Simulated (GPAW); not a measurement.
# Core-hole calculation of the C K edge in C (Diamond, Fd-3m), part 2 of 2

What does one-electron theory with a core hole give for the C K edge of C (Diamond, Fd-3m)?

GPAW 26.7.0; X-ray absorption from dipole matrix elements to empty bands, plane-wave PAW LDA.

So far. Step 2 (The field without a hole): The mesh shows a gap of 4.13 eV, so the hole is first treated in a charged cell, without the excited electron. Step 3 (Spectrum without a core hole, C atom 1): Main maxima below 20 eV (height): 4.2 eV (1.54), 4.9 eV (1.53), 7.1 eV (1.24), 9.7 eV (1.73) and 17.9 eV (1.29). A K edge sees empty p states; a tetrahedral site has σ* states alone, so there is no π* peak.

## Step 5: Spectrum with FCH, C atom 1

The holes are 6.2 Å apart. In GPAW the data set carries the hole's charge, so charge=0 means a charged cell and charge=-1 a neutral one. The excited electron is left out and a uniform background balances the charge. After the field has converged, empty bands are computed with the density fixed and the dipole matrix elements are summed.

Input file xas.py:

```python
import numpy as np
from ase import Atoms
from ase.parallel import parprint, paropen
from gpaw import GPAW, PW, FermiDirac, Mixer, MixerDif, setup_paths
from gpaw.test import gen
setup_paths.insert(0, '.')
gen('C', name='fch1s', xcname='LDA', corehole=(1, 0, 1), write_xml=True)
from gpaw.mpi import world
world.barrier()

atoms = Atoms('C32',
    cell=[[3.56674, 3.56674, 3.56674],
     [3.56674, -3.56674, 3.56674],
     [3.56674, -3.56674, -3.56674]],
    scaled_positions=[[0.75, 0, 0],
     [0, 0.25, 0],
     [0.75, 0.25, 0.25],
     [0.5, 0, 0.25],
     [0.25, 0.5, 0],
     [0.25, 0, 0.5],
     [0, 0.5, 0.25],
     [0.5, 0.75, 0],
     [0, 0, 0.75],
     [0.75, 0.5, 0.5],
     [0.5, 0.25, 0.5],
     [0.25, 0.75, 0.25],
     [0.25, 0.25, 0.75],
     [0, 0.75, 0.5],
     [0.75, 0.75, 0.75],
     [0.5, 0.5, 0.75],
     [0.5, 0, 0],
     [0.75, 0.25, 0],
     [0.5, 0.25, 0.25],
     [0.25, 0, 0.25],
     [0, 0.5, 0],
     [0, 0, 0.5],
     [0.75, 0.5, 0.25],
     [0.25, 0.75, 0],
     [0.75, 0, 0.75],
     [0.5, 0.5, 0.5],
     [0.25, 0.25, 0.5],
     [0, 0.75, 0.25],
     [0, 0.25, 0.75],
     [0.75, 0.75, 0.5],
     [0.5, 0.75, 0.75],
     [0.25, 0.5, 0.75]],
    pbc=True)
atoms.calc = calc = GPAW(legacy_gpaw=True, mode=PW(430), xc='LDA', setups={0: 'fch1s'},
    kpts={'size': (4, 4, 4), 'gamma': True}, occupations=FermiDirac(0.02),
    charge=0, mixer=Mixer(0.1, 5, 50), maxiter=150,
    convergence={'density': 0.0001}, txt='scf.txt')
energy = atoms.get_potential_energy() + calc.get_reference_energy()
ef = calc.get_fermi_level()
out = dict(energy=energy, fermi=ef, forces=atoms.get_forces().tolist())
parprint(f'all-electron energy {energy:.4f} eV, Fermi level {ef:.4f} eV')
ev = np.array([[calc.get_eigenvalues(k, s) for k in range(len(calc.get_ibz_k_points()))] for s in range(calc.get_number_of_spins())])
out['homo'], out['lumo'], out['counts'] = ev[ev < ef].max(), ev[ev > ef].min(), sorted(set((ev < ef).sum((0, 2)).tolist()))
out['filled'] = (ev[:, 0] < ef).sum(1).tolist()

from ase.units import Ha
from gpaw.xas import dipole_matrix_elements
nb = int(calc.get_number_of_electrons() / 2) + 111
top, nb = nb, nb + 8 + nb // 12
nscf = calc.fixed_density(kpts={'size': (5, 5, 5), 'gamma': True}, nbands=nb,
    convergence={'bands': top, 'eigenstates': 1e-5}, maxiter=60, txt='nscf.txt')
cell = atoms.cell.array
ops = [cell.T @ U.T @ np.linalg.inv(cell.T) for U in nscf.wfs.kd.symmetry.op_scc]
filled = [64]  # bands filled in the ground state, by spin
E = np.arange(-6, 34, 0.1)
fwhm = np.interp(E, [4, 25], [0.9, 3.5])
Y, X, zero, highest = 0, 0, 1e9, 1e9
for spin in range(nscf.get_number_of_spins()):
    wfs = nscf.wfs
    A = dipole_matrix_elements(wfs.setups[0])
    eps = np.zeros((wfs.kd.nibzkpts, nb))
    d = np.zeros((3, A.shape[1], wfs.kd.nibzkpts, nb), complex)
    for kpt in wfs.kpt_u:
        if kpt.s == spin and 0 in kpt.P_ani:
            eps[kpt.k] = kpt.eps_n * Ha
            d[:, :, kpt.k] = (kpt.weight * wfs.nspins / 2) ** 0.5 * np.inner(A, kpt.P_ani[0])
    world.sum(eps)
    world.sum(d)
    T = np.einsum('amkn,bmkn->abkn', d, d.conj()).real
    T = sum(np.einsum('ai,ijkn,bj->abkn', R, T, R) for R in ops) / len(ops)
    empty = np.ones_like(eps, bool) & (np.arange(nb) >= filled[spin])
    zero, highest = min(zero, eps[empty].min()), min(highest, eps[:, top - 1].min())
    lines = [(eps, T, empty)] if spin == 0 else lines + [(eps, T, empty)]
for eps, T, empty in lines:
    f = np.einsum('aakn->akn', T).reshape(3, -1)
    x = eps.ravel() - zero
    w = np.interp(x, E, fwhm) / 2.35482
    g = np.exp(-0.5 * ((E[:, None] - x) / w) ** 2) / (w * (2 * np.pi) ** 0.5)
    Y = Y + (f * empty.ravel()) @ g.T
    X = X + (f * ~empty.ravel()) @ g.T
out.update(E=E.round(2).tolist(), xas=Y.tolist(), xes=X.tolist(), zero=zero, valid=highest - zero, nk=len(eps), nb=nb)
for i in range(0, len(E), 10):
    parprint(f'{E[i]:7.2f}', *(f'{v:10.3e}' for v in Y[:, i]))
import json
with paropen('out.json', 'w') as f:
    json.dump(out, f)
```

Run with:

```bash
> OMP_NUM_THREADS=1 mpirun -n 4 gpaw python xas.py
```

Numbers of over 12 decimals in the logs are rounded to 6 here.

Output:

```text
Input parameters:
  convergence: {density: 0.0001}
  kpts: {gamma: True,
         size: (4, 4, 4)}
  maxiter: 150
  mixer: {backend: pulay,
          beta: 0.1,
          method: separate,
          nmaxold: 5,
          weight: 50}
  mode: {ecut: 430.0,
         name: pw}
  occupations: {fixmagmom: False,
                name: fermi-dirac,
                width: 0.02}
  setups: {0: fch1s}

Initialize ...

[... PAW data sets ...]

Reference energy: -32300.190210  # eV

Spin-paired calculation

[... convergence settings ...]
Symmetries present (total): 6
  [... symmetry matrices ...]

64 k-points: 4 x 4 x 4 Monkhorst-Pack grid + [1/8,1/8,1/8]
13 k-points in the irreducible part of the Brillouin zone
       k-points in crystal coordinates                weights
   0:     0.00000000    0.00000000    0.00000000          1/64
   1:     0.00000000    0.25000000    0.25000000          6/64
   2:     0.00000000    0.50000000    0.25000000          6/64
   3:     0.00000000    0.50000000    0.50000000          3/64
   4:     0.25000000   -0.25000000    0.25000000          2/64
   5:     0.25000000    0.25000000    0.00000000          6/64
   6:     0.25000000    0.25000000    0.25000000          6/64
   7:     0.25000000    0.50000000    0.25000000         12/64
   8:     0.25000000    0.50000000    0.50000000          6/64
   9:     0.50000000    0.25000000    0.00000000          6/64
          ...
  12:     0.50000000    0.50000000    0.50000000          1/64

Wave functions: Plane wave expansion
  Cutoff energy: 430.000 eV
  Number of coefficients (min, max): 3589, 3700
  Pulay-stress correction: 0.000000 eV/Ang^3 (de/decut=0.000000)
  Using FFTW library
  Wavefunction extrapolation:
    Improved wavefunction reuse through dual PAW basis

Occupation numbers: Fermi-Dirac:
  width: 0.0200  # eV

Eigensolver
   Davidson(niter=2)

Densities:
  Coarse grid: 30*30*30 grid
  Fine grid: 60*60*60 grid
  Total Charge: 1.000000

Density mixing:
  Method: separate
  Backend: pulay
  Linear mixing parameter: 0.1
  old densities: 5
  Width of damping distribution: 1.1
  Damping of long wavelength oscillations: 50

[... Hamiltonian set-up ...]
Number of atoms: 32
Number of atomic orbitals: 128
Number of bands in calculation: 81
Number of valence electrons: 128
Bands to converge: occupied

... initialized

Initializing position-dependent things.

Density initialized from atomic densities
Creating initial wave functions:
  81 bands from LCAO basis set

                  C
                C C
                   C C
             CCC      C C
               CCC        C
           C        C
         C  C C   C  C C
             C C     C
              C C C
           C     C

             CC

Atomic positions and initial magnetic moments

Positions:
   0 C      2.675055    2.675055    2.675055    ( 0.0000,  0.0000,  0.0000)
   1 C      0.891685   -0.891685    0.891685    ( 0.0000,  0.0000,  0.0000)
   2 C      4.458425    0.891685    2.675055    ( 0.0000,  0.0000,  0.0000)
   3 C      2.675055    0.891685    0.891685    ( 0.0000,  0.0000,  0.0000)
   4 C      2.675055   -0.891685    2.675055    ( 0.0000,  0.0000,  0.0000)
   5 C      2.675055   -0.891685   -0.891685    ( 0.0000,  0.0000,  0.0000)
   6 C      2.675055   -2.675055    0.891685    ( 0.0000,  0.0000,  0.0000)
[...]
29 C      7.133480   -1.783370    3.566740    ( 0.0000,  0.0000,  0.0000)
  30 C      7.133480   -3.566740    1.783370    ( 0.0000,  0.0000,  0.0000)
  31 C      5.350110   -3.566740    0.000000    ( 0.0000,  0.0000,  0.0000)

Unit cell:
           periodic     x           y           z      points  spacing
  1. axis:    yes    3.566740    3.566740    3.566740    30     0.1681
  2. axis:    yes    3.566740   -3.566740    3.566740    30     0.1681
  3. axis:    yes    3.566740   -3.566740   -3.566740    30     0.1681

  Lengths:   6.177775   6.177775   6.177775
  Angles:   70.528779 109.471221  70.528779

Effective grid spacing dv^(1/3) = 0.1887

iter:   1  -361.933878
iter:   2  -357.308363   -1.78  -0.82
iter:   3  -350.049251   -1.01  -0.87
iter:   4  -348.560423   -2.03  -1.21
iter:   5  -348.608171   -2.15  -1.53
iter:   6  -348.569622c  -3.10  -1.82
iter:   7  -348.486225   -3.00  -1.94
iter:   8  -348.485665   -4.66  -2.92
iter:   9  -348.486733c  -3.66  -2.95
iter:  10  -348.483696c  -4.70  -2.87
iter:  11  -348.483571c  -5.43  -3.39
iter:  12  -348.483530c  -5.91  -3.57
iter:  13  -348.483526c  -6.88  -4.02c
iter:  14  -348.483520c  -6.56  -4.12c
iter:  15  -348.483521c  -7.81c -4.41c

Converged after 15 iterations.

Dipole moment: (0.178791, 0.178791, 0.178791) |e|*Ang

Energy contributions relative to reference atoms: (reference = -32300.190210)

Kinetic:       +223.966422
Potential:     -238.745858
External:        +0.000000
XC:            -333.890500
Entropy (-ST):   -0.000000
Local:           +0.186415
SIC:             +0.000000
--------------------------
Free energy:   -348.483521
Extrapolated:  -348.483521

Showing only first 2 kpts
 Kpt  Band  Eigenvalues  Occupancy
  0    62     11.70048    2.00000
  0    63     11.70048    2.00000
  0    64     16.02962    0.00000
  0    65     16.37081    0.00000

  1    62     10.68544    2.00000
  1    63     11.54759    2.00000
  1    64     16.27196    0.00000
[...]
Fermi level: 12.25413

Gap: 4.050 eV
Transition (v -> c):
  (s=0, k=0, n=63, [0.00, 0.00, 0.00]) -> (s=0, k=6, n=64, [0.25, 0.25, 0.25])
Direct/indirect transitions are different
Direct gap: 4.329 eV
Transition at: (s=0, k=0, n=63, [0.00, 0.00, 0.00])

Forces in eV/Ang:
  0 C    -0.00000   -0.00000   -0.00000
  1 C    -0.14230    0.32550   -0.14230
  2 C    -0.14228    0.14225   -0.32554
  3 C     0.32549    0.14225    0.14225
  4 C    -0.00001   -0.00001   -0.00001
  5 C    -0.00001   -0.00001   -0.00001
  6 C    -0.32554   -0.14228    0.14225
[...]
29 C     0.01167   -0.01163    0.11627
 30 C     0.11627    0.01167   -0.01163
 31 C    -0.01163    0.11627    0.01167
Scalar-relativistic atomic LDA calculation for C (Carbon, Z=6)
Core hole in 1s state (1s occupation: 1.0)
300 radial gridpoints.
|------------------------------------------------|
|------------------------------------------------|
[... the atom generator's iteration count ...]

Energy contributions:
-------------------------
Kinetic:      +26.191319
XC:            -3.250568
Potential:    -49.301465
-------------------------
Total:        -26.360713

state      eigenvalue         ekin         rmax
-----------------------------------------------
1s^1.0 :   -12.242791    17.075241        0.169
2s^2.0 :    -1.088966     2.357774        1.067
2p^2.0 :    -0.788324     2.200265        0.916
-----------------------------------------------
(units: Bohr and Hartree)

Generating PAW setup
Kinetic energy of the core from tauc = 17.083225
Cutoffs:
rc(s)=1.200
rc(p)=1.200
rc(d)=1.200
rc(vbar)=1.080
rc(comp)=1.200
rc(nct)=1.200

Kinetic energy of the core states: 17.075241
Charge: 1.0
Core electrons: 1.0
Valence electrons: 4.0
Pseudo-core charge: 0.009839
Shape function alpha=6.944
Pseudo-electron charge 3.948111
state    eigenvalue         norm
--------------------------------
2s(2) :    -1.088966     1.079442
*s    :    -0.088966
2p(2) :    -0.788324     0.889693
*p    :     0.211676
*d    :     0.000000
--------------------------------

Diagonalizing with gridspacing h=0.050

state   all-electron     PAW
-------------------------------
2s:      -1.088966    -1.089850
2p:      -0.788324    -0.789871
*d:                   -0.068511
*f:                   -0.014334
-------------------------------
all-electron energy -32648.6737 eV, Fermi level 12.2541 eV
[...]
31.00  2.004e-05  2.004e-05  2.004e-05
  32.00  1.126e-05  1.126e-05  1.126e-05
  33.00  6.156e-06  6.156e-06  6.156e-06
```

Wall time 2.7 min (4 MPI ranks of Intel Xeon Platinum 8559C (Emerald Rapids), shared host); peak memory 0.49 GiB.

The C K spectrum, C atom 1, full core hole (charged cell) (energy from the lowest empty level; intensity scaled to a mean of 1 over the first 20 eV):

```csv
E (eV),intensity
-2.0,0.00
-1.5,0.00
-1.0,0.00
-0.5,0.04
0.0,0.27
0.5,0.91
1.0,2.20
1.5,3.46
2.0,2.80
2.5,1.65
3.0,1.96
3.5,2.39
4.0,1.69
4.5,1.00
5.0,0.89
5.5,0.92
6.0,0.91
6.5,0.98
7.0,0.99
7.5,1.03
8.0,1.10
8.5,1.07
9.0,0.94
9.5,0.85
10.0,0.75
10.5,0.61
11.0,0.47
11.5,0.34
12.0,0.24
12.5,0.19
13.0,0.21
13.5,0.31
14.0,0.45
14.5,0.62
15.0,0.78
15.5,0.88
16.0,0.92
16.5,0.89
17.0,0.82
17.5,0.74
18.0,0.66
18.5,0.58
19.0,0.51
19.5,0.43
20.0,0.35
20.5,0.29
```

Main maxima below 20 eV (height): 1.6 eV (3.48), 3.4 eV (2.42), 8.1 eV (1.11) and 16.0 eV (0.92). 

The hole costs E(hole) − E(ground) = 275.46 eV, and the lowest empty level of the hole cell on the spectrum's mesh lies at 15.78 eV, which puts the zero at 291.24 eV. One term is added: -6.67 eV, since the hole is spin-paired here and a spin-polarised one costs that much less in the free atom (computed apart). The photon energy is then 284.57 eV. The functional and the charged cell's background leave an error in such absolute values: in the free atom LDA prices this hole 2.9 eV below PBE (computed apart), and PBE is itself good to a few eV.

## Step 6: What the core hole does

Both curves are counted from their own zero, so only the shift of weight within the empty states shows.

```csv
E (eV),no hole,FCH
-2.0,0.00,0.00
-1.0,0.00,0.00
0.0,0.04,0.27
1.0,0.26,2.20
2.0,0.58,2.80
3.0,0.86,1.96
4.0,1.49,1.69
5.0,1.53,0.89
6.0,0.98,0.91
7.0,1.24,0.99
8.0,1.10,1.10
9.0,1.56,0.94
10.0,1.72,0.75
11.0,1.45,0.47
12.0,0.69,0.24
13.0,0.29,0.21
14.0,0.39,0.45
15.0,0.67,0.78
16.0,1.00,0.92
17.0,1.23,0.82
18.0,1.29,0.66
19.0,1.19,0.51
20.0,0.93,0.35
```

With each curve scaled to its own mean, the area from −2 to 6 eV with the hole is 10.3 against 5.2, and the centre of weight from −1 to 20 eV moves by -3.1 eV: the hole pulls the absorber's empty states down.

## Step 7: Results

| Item | Value |
| --- | --- |
| absorber and edge | C K, atom 1 of the ground-state input (counted from 1) |
| surroundings | 4 C at 1.54 Å (tetrahedral, site symmetry -43m) |
| highest intensity below 16 eV | 1.6 eV above the zero, height 3.48 |
| photon energy of the zero, with the added terms | 284.6 eV (raw 291.2 eV; LDA puts this hole about 3 eV below PBE, itself good to a few eV) |

The C K edge of atom 1, with 4 C at 1.54 Å (tetrahedral, site symmetry -43m), has its highest intensity of the first 16 eV at 1.6 eV above the zero, near 286 eV in photon energy (LDA puts this hole about 3 eV below PBE, itself good to a few eV), 3.5 times the mean level of the first 20 eV (Gaussian full width 0.9 eV up to 4 eV, rising linearly to 3.5 eV at 25 eV). With each curve scaled to its own mean, the area from −2 to 6 eV with the hole is 10.3 against 5.2, and the centre of weight from −1 to 20 eV moves by -3.1 eV: the hole pulls the absorber's empty states down. The holes are only 6.2 Å apart, so the shape is probably not converged with cell size; no larger cell was run here. The mesh is coarse (0.25 Å⁻¹ between points), so small maxima may be mesh ripples. The structure is a published determination, not relaxed.

[Banner, clock and machine lines of the logs are left out without a mark of their own.]

[Logs are printed without paths, hosts, clocks, repeated set-up lines and the standing remarks that a program may print on its own settings, such as how far it seeks lower states.]

[Hosts, paths, dates, database ids (printed as entryN), source tags and the programs' standing remarks are cut or masked in the printed files.]

[Lists of maxima count a maximum above −3 eV only where it reaches 4 % of the highest in the window and stands out from its surroundings by 2 % of it (1.5 % where it reaches 55 %); shoulders and weaker maxima are passed over, and of the rest the first, up to two pre-edge ones and the few strongest are named.]
